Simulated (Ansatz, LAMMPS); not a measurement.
# Which site? P in place of Ge in amorphous Ge at 4.34 g/cm^3 (72 atoms), part 3 of 3

At which site of amorphous Ge at 4.34 g/cm^3 (72 atoms) does P in place of Ge cost least, and what about the site decides it?

Ansatz 0.2.0; Kohn-Sham DFT, PBE, PAW (set soft_2), plane waves.

The cell: 72 Ge. The quench rate of 20 K/ps is orders of magnitude faster than experiment. The network of bonds at the start is that of the classical potential that made the cell. The Brillouin zone is sampled at Γ only, in a cell whose shortest periodic width is 13 Å.

So far. Step 10 (P on a site of Ge, site Ge10): The relaxation converged after 7 steps, 0.218 eV below its start, with a largest force component of 0.043 eV/Å.

## (11) P on a site of Ge, site Ge30

The site has 4 bonded neighbours (Ge4) at 2.57 Å on average. 

input.yaml

```yaml
crystal:
  lattice:
    - [12.598, 0.0, 0.0]
    - [0.0, 12.598, 0.0]
    - [0.0, 0.0, 12.598]
  atoms:
    [... atom lines 1 to 26 left out ...]
    - { symbol: Ge, position: [0.15516, 0.63959, 0.7865] }
    - { symbol: Ge, position: [0.97706, 0.63907, 0.87996] }
    - { symbol: Ge, position: [0.54784, 0.85198, 0.19519] }
    - { symbol: P, position: [0.28796, 0.00069, 0.3461], spin: 0.6 }
    - { symbol: Ge, position: [0.77291, 0.6359, 0.23353] }
    - { symbol: Ge, position: [0.89352, 0.09379, 0.63762] }
    - { symbol: Ge, position: [0.88069, 0.76008, 0.35353] }
    [... atom lines 34 to 72 left out ...]
magnetization:
  spin_polarized: true
kpoints:
  mp_grid: { grid: [1, 1, 1] }
hamiltonian:
  xc: pbe
scf:
  occupations: { method: fermi_dirac, width: 0.025 }
  lower_state_search: "off"
output:
  forces: true
  eigenvalues: true
relax:
  f_tol: 0.05
  max_steps: 90
```

The run is started by

```sh
$ ansatz run input.yaml --threads 8 --pin off --max-ram 15872MiB --backend cpu --events-out ev --progress --plain --runs-dir out
```

What it wrote:

```text
[...]
Crystal: 72 atoms, lattice volume = 1999.424 Å³
Basis set: ecut = 420 eV, 39127 PW (Γ), exchange–correlation on 180×180×180 points (8 copies of the dense FFT grid, shifted against one another)
Bands: 602, of which v1, the nominal top of the filled ones, is band 500 counted from 1 (499 counted from 0)
Symmetry: 1 space group operations
[...]
k-points: 1
[...]
Starting moments: Σ|m| = 3 μB on 5 of 72 sites
[...]
SCF iter   4: F=—  HF=-305681.803529 eV  |F-HF|=—  |Δ(HF+E_count)|=   5.99e-1  Δρ=4.67e-3 (↑4.67e-3 ↓4.54e-3)  dr2=4.94e-1  dr2_m=3.49e-1  M=0.268 μB ∫|m|=0.373 μB  β_m=0.30  ethr=5.36e-4  ⟨swp⟩=2.0  Hψ=1422  notcnv=0  defer=170
[...]
SCF iter   8: F=—  HF=-305681.904578 eV  |F-HF|=—  |Δ(HF+E_count)|=   2.91e-2  Δρ=1.17e-3 (↑1.17e-3 ↓1.08e-3)  dr2=1.80e-2  dr2_m=2.16e-2  M=0.167 μB ∫|m|=0.225 μB  β_m=0.30  ethr=3.87e-6  ⟨swp⟩=2.0  Hψ=2238  notcnv=0  defer=170
[...]
SCF iter  11: F=—  HF=-305681.920279 eV  |F-HF|=—  |Δ(HF+E_count)|=   2.35e-3  Δρ=1.04e-4 (↑1.03e-4 ↓1.04e-4)  dr2=9.61e-3  dr2_m=2.47e-5  M=0.087 μB ∫|m|=0.112 μB  β_m=0.54  ethr=1.21e-6  ⟨swp⟩=2.0  Hψ=2040  notcnv=0  defer=170
[...]
SCF iter  16: F=-305681.923037 eV  HF=-305681.923037 eV  |F-HF|=1.15e-8  |Δ(HF+E_count)|=   1.59e-5  Δρ=7.60e-6 (↑7.60e-6 ↓7.52e-6)  dr2=5.61e-6  dr2_m=8.39e-7  M=0.028 μB ∫|m|=0.035 μB  β_m=0.64  ethr=7.13e-10  ⟨swp⟩=3.0  Hψ=3558  notcnv=0
SCF iter  17: F=-305681.923037 eV  HF=-305681.923042 eV  |F-HF|=4.78e-6  |Δ(HF+E_count)|=   4.66e-6  Δρ=6.37e-6 (↑6.11e-6 ↓6.37e-6)  dr2=7.68e-6  dr2_m=5.91e-7  M=0.024 μB ∫|m|=0.030 μB  ethr=5.62e-10  ⟨swp⟩=2.5  Hψ=3418  notcnv=0
[...]
SCF 1 converged in 17 iterations: F = -305681.923037 eV  dr2 = 7.68e-6
[...]
relax step   1: F+E_penalty+E_count = -305681.92303703 eV  Δ(F+E_penalty+E_count) = +0.000e0 eV  max|allowed force component| = 4.385e-1 eV/Å  Δτ_max = 0.0000 Å  (17 SCF iters, dr2 threshold 6.25e-5 eV, accepted)
[...]
relax step   2: F+E_penalty+E_count = -305682.02046646 eV  Δ(F+E_penalty+E_count) = -9.743e-2 eV  max|allowed force component| = 1.258e-1 eV/Å  Δτ_max = 0.0694 Å  (10 SCF iters, dr2 threshold 1.20e-5 eV, accepted)
[...]
relax step   3: F+E_penalty+E_count = -305682.03557794 eV  Δ(F+E_penalty+E_count) = -1.511e-2 eV  max|allowed force component| = 3.460e-2 eV/Å  Δτ_max = 0.0407 Å  (15 SCF iters, accepted)
SCF converged after 15 iterations
Magnetization: 0.0008 μB (499.5004 up, 499.4996 down)
Absolute magnetization: 0.0010 μB (∫|ρ↑−ρ↓|, with the PAW one-centre terms)
[...]
Per-site moments (μB) at R_I (Å): [(3.499905e-6, 1.047874), (3.514321e-6, 1.053667), (7.007910e-6, 1.017888), (-3.386874e-7, 1.040248), (3.891052e-6, 1.042319), [...]
Free energy (F): -305682.035578 eV
[...]
Internal energy: -305681.996928 eV  (E = F + TS)
E sigma→0 (E₀):  -305682.016253 eV
Entropy (-TS):   -0.038649 eV (-0.537 meV/atom)
Fermi energy:    6.023854 eV
[...]
Σ components = -305682.035578   (vs F -305682.035578, Δ=0.00e0)
--- Forces (eV/Å), atoms counted from 1 ---
  atom   1  Ge    -0.00867267    -0.00736176     0.01288174
  atom   2  Ge     0.00248851     0.00922551     0.00001109
  atom   3  Ge     0.00361801    -0.00304226     0.00042891
  atom   4  Ge    -0.01058354    -0.01321721     0.01892473
[...]
atom  72  Ge    -0.00211953     0.00496573     0.00829217
  max |Σ_I F_I| component: 3.17e-6 eV/Å
--- Band table (eV) ---
[...]
--- Relaxed structure (3 steps of the walk, 3 accepted, 0 SCFs on fresh bases) ---
  F+E_penalty+E_count = -305682.03557794 eV   max|allowed force component| = 3.460e-2 eV/Å
  atoms:
    - { symbol: Ge, position: [0.231491, 0.458712, 0.338687] }
    - { symbol: Ge, position: [0.609297, 0.663683, 0.115270] }
    - { symbol: Ge, position: [0.966225, 0.915654, 0.023363] }
    - { symbol: Ge, position: [0.066753, 0.191979, 0.026344] }
[...]
- { symbol: Ge, position: [0.088096, 0.802295, 0.126626] }
```

It took 3.6 min on 8 threads of Intel Xeon at 2.70GHz, shared host; peak memory 5.8 GiB.

The relaxation converged after 3 steps, 0.113 eV below its start, with a largest force component of 0.035 eV/Å.

## (12) P on a site of Ge, site Ge5

The site has 4 bonded neighbours (Ge4) at 2.54 Å on average. 

Input and log are left out; they have the form of those shown for this kind of step.

The job ended after 3.9 min (8 threads of Intel Xeon at 2.70GHz, shared host; peak memory 5.8 GiB; 28 min of CPU time).

The relaxation converged after 3 steps, 0.139 eV below its start, with a largest force component of 0.048 eV/Å.

The surroundings of the P atom, after relaxation, nearest first, numbered as they follow in the input and with coordinates relative to it.

| atom | x | y | z | distance (Å) | bonds |
| --- | --- | --- | --- | --- | --- |
| P5 | 0.00 | 0.00 | 0.00 | 0.00 | 4 |
| Ge6 | 0.15 | 2.42 | 0.20 | 2.44 | 4 |
| Ge27 | 0.19 | -0.61 | 2.36 | 2.44 | 4 |
| Ge20 | -2.14 | -0.55 | -1.10 | 2.46 | 4 |
| Ge25 | 1.74 | -1.34 | -1.23 | 2.52 | 4 |
| Ge71 | -0.61 | 0.88 | -3.42 | 3.59 | 3 |
| Ge38 | -0.33 | 3.05 | -2.20 | 3.77 | 4 |
| Ge15 | -1.25 | -2.21 | -2.90 | 3.86 | 4 |
| Ge67 | 2.06 | -3.37 | 0.34 | 3.96 | 4 |
| Ge54 | 1.95 | 0.94 | 3.33 | 3.98 | 4 |
| Ge23 | -1.85 | 3.16 | 1.60 | 4.00 | 4 |
| Ge49 | 2.05 | 2.94 | 1.79 | 4.01 | 4 |

The largest move is 0.13 Å, by Ge20.

## (13) The sites compared

All these cells hold the same atoms, so their energies can be compared with no chemical potential.

| site | neighbours | mean distance (Å) | atoms within 6 Å | energy over the best site (eV) | before relaxation (eV) | gain on relaxing (eV) |
| --- | --- | --- | --- | --- | --- | --- |
| Ge71 | Ge3 | 2.59 | 28 | 0.00 | 0.18 | 0.48 |
| Ge10 | Ge4 | 2.48 | 39 | 0.08 | 0.00 | 0.22 |
| Ge27 | Ge4 | 2.53 | 32 | 0.20 | 0.04 | 0.14 |
| Ge5 | Ge4 | 2.54 | 33 | 0.29 | 0.13 | 0.14 |
| Ge30 | Ge4 | 2.57 | 30 | 0.29 | 0.10 | 0.11 |
| Ge53 | Ge4 | 2.59 | 33 | 0.38 | 0.40 | 0.32 |
| Ge2 | Ge4 | 2.64 | 31 | 0.48 | 0.39 | 0.21 |
| Ge56 | Ge5 | 2.74 | 33 | 0.53 | 0.43 | 0.20 |

## (14) What came out

The cheapest site is Ge71 (3 neighbours, Ge3); the dearest, Ge56 (5 neighbours, Ge5), costs 0.53 eV more. By coordination the energies over the best site are 0.00 eV with 3 neighbours, 0.08 to 0.48 eV with 4 neighbours and 0.53 eV with 5 neighbours. Relaxation changes the order: the best site before relaxing was Ge10.

**Limits.** Defects are neutral and interact with their images. In a disordered cell the relaxation can also rearrange atoms far from the site. In the spin-polarised runs the search for a state of lower energy was switched off. Only 8 of the 72 Ge sites were tried, so a cheaper one may exist.

The DFT runs together took 55 min of wall time.

[Long decimals in the printed logs are rounded to 6 places.]

[Logs are printed without paths, hosts, clocks, repeated set-up lines and the standing remarks that a program may print on its own settings, such as how far it seeks lower states.]

[Hosts, paths, dates, database ids (printed as entryN), source tags and the programs' standing remarks are cut or masked in the printed files.]
